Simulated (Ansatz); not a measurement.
Rows from a G0W0 calculation on VBiO4 (I4_1/a) (Ansatz 0.2.0; G0W0 on PBE, plane waves, PAW; PAW set soft_1; 4×4×4 mesh, 387 empty bands, screening to 108 eV, PAW set soft_1 files), in eV. Spin-orbit coupling is left out.

```csv
row,k,band,start,Σx,Σc at the solution,Vxc
A,"(0.000, 0.250, 0.250)",c2,11.664,-16.238,-6.061,-23.554
B,"(0.000, -0.500, 0.000)",v1,8.732,-24.457,3.243,-21.151
C,"(0.000, -0.500, 0.000)",c2,11.445,-15.905,-5.896,-23.006
D,"(0.000, 0.250, 0.250)",v1,8.799,-24.611,3.323,-21.222
E,"(0.000, 0.250, 0.250)",c1,11.121,-15.824,-5.851,-22.880
F,"(0.000, -0.500, 0.000)",c1,11.016,-15.747,-5.933,-22.888
```

Q: Work out each quasiparticle level and how far it moved.

The quasiparticle equation reads E = start + Σx + Σc(E) − Vxc.

```csv
row,E (eV),shift (eV)
A,12.919,+1.254
B,8.669,−0.063
C,12.649,+1.204
D,8.732,−0.067
E,12.326,+1.205
F,12.224,+1.209
```

The gap over the computed points goes from 2.22 eV to 3.49 eV.

Limits: not at the basis limit; no spin polarisation; d states lean on the start; no spin-orbit coupling.

[Paths, hosts, dates, memory and timing lines, banners, echoed tables and standing remarks are left out of the program output.]

[Logs are printed without paths, hosts, clocks, repeated set-up lines and the standing remarks that a program may print on its own settings, such as how far it seeks lower states.]

[Runs of the session that timed out or met a known fault of the program may be left out.]

[Cells called generated may have been cut or substituted from an entry of the Crystallography Open Database or the Materials Project.]

[Hosts, paths, dates, database ids (printed as entryN), source tags and the programs' standing remarks are cut or masked in the printed files.]
